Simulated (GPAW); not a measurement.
# ZnS (F-43m): refractive index against wavelength

The refractive index of ZnS (F-43m) below the direct gap (2.10 eV on the mesh) is read from one computed spectrum, n = √(Re ε).

The structure is cubic, space group F-43m (No. 216). The conventional cell has a = 5.404 Å, b = 5.404 Å, c = 5.404 Å, α = 90.00°, β = 90.00°, γ = 90.00°. Zn on site c is surrounded by 4 S at 2.34 Å. S on site a is surrounded by 4 Zn at 2.34 Å.

Method: GPAW 26.7.0, PBE, RPA, k-mesh 13×13×13, local fields up to 70 eV, Lorentzian half width 0.12 eV.

Launch of the response step: `OMP_NUM_THREADS=1 python df.py`. The run took 3.4 min, its band step included, on 1 thread of Arm Neoverse V1, with other jobs on the host.

| wavelength (nm) | photon energy E (eV) | n |
| --- | --- | --- |
| 3000 | 0.413 | 2.3673 |
| 2000 | 0.620 | 2.3748 |
| 1550 | 0.800 | 2.3841 |
| 1310 | 0.946 | 2.3937 |
| 1064 | 1.165 | 2.4121 |
| 850 | 1.459 | ? |

In the single-oscillator model n² − 1 = E₀E_d/(E₀² − E²), so 1/(n² − 1) = E₀/E_d − E²/(E₀E_d) is linear in E².

Working, on the rows shown:

| x = E² (eV²) | y = 1/(n² − 1) |
| --- | --- |
| 0.170801 | 0.217197 |
| 0.384302 | 0.215532 |
| 0.639837 | 0.213496 |
| 0.895757 | 0.211425 |
| 1.35784 | 0.207545 |

Means: x̄ = 0.68971, ȳ = 0.21304. Σ(x − x̄)(y − ȳ) = -0.006945, Σ(x − x̄)² = 0.8539. Slope = -0.006945 / 0.8539 = -0.008133; intercept = ȳ − slope · x̄ = 0.21865. Turned back into n, the line misses the rows shown by at most 0.00029.

**Question.** What does the fit predict for the withheld row, and how well does it do?

**Answer.** At x = 2.1276 the line gives y = 0.20134, that is 2.4427. The run gave 2.4460, so the extrapolation is off by 0.0033, 4 % of the range in the table.

Refitted with all rows, the slope is -0.00844 and the intercept 0.21882. These give E₀ = √(intercept/−slope) = 5.09 eV and E_d = E₀/intercept = 23.3 eV; E₀ is 2.4 times the direct gap. The electronic limit at long wavelengths, without lattice vibrations, is n = √(1 + 1/intercept) = 2.360. The cell comes from an older database entry, whose edges can be off by a per cent or so. Excitons are left out; PBE gaps are as a rule too small. The values come from a sum over the points of one k-mesh and carry its error, which grows as the direct gap shrinks.
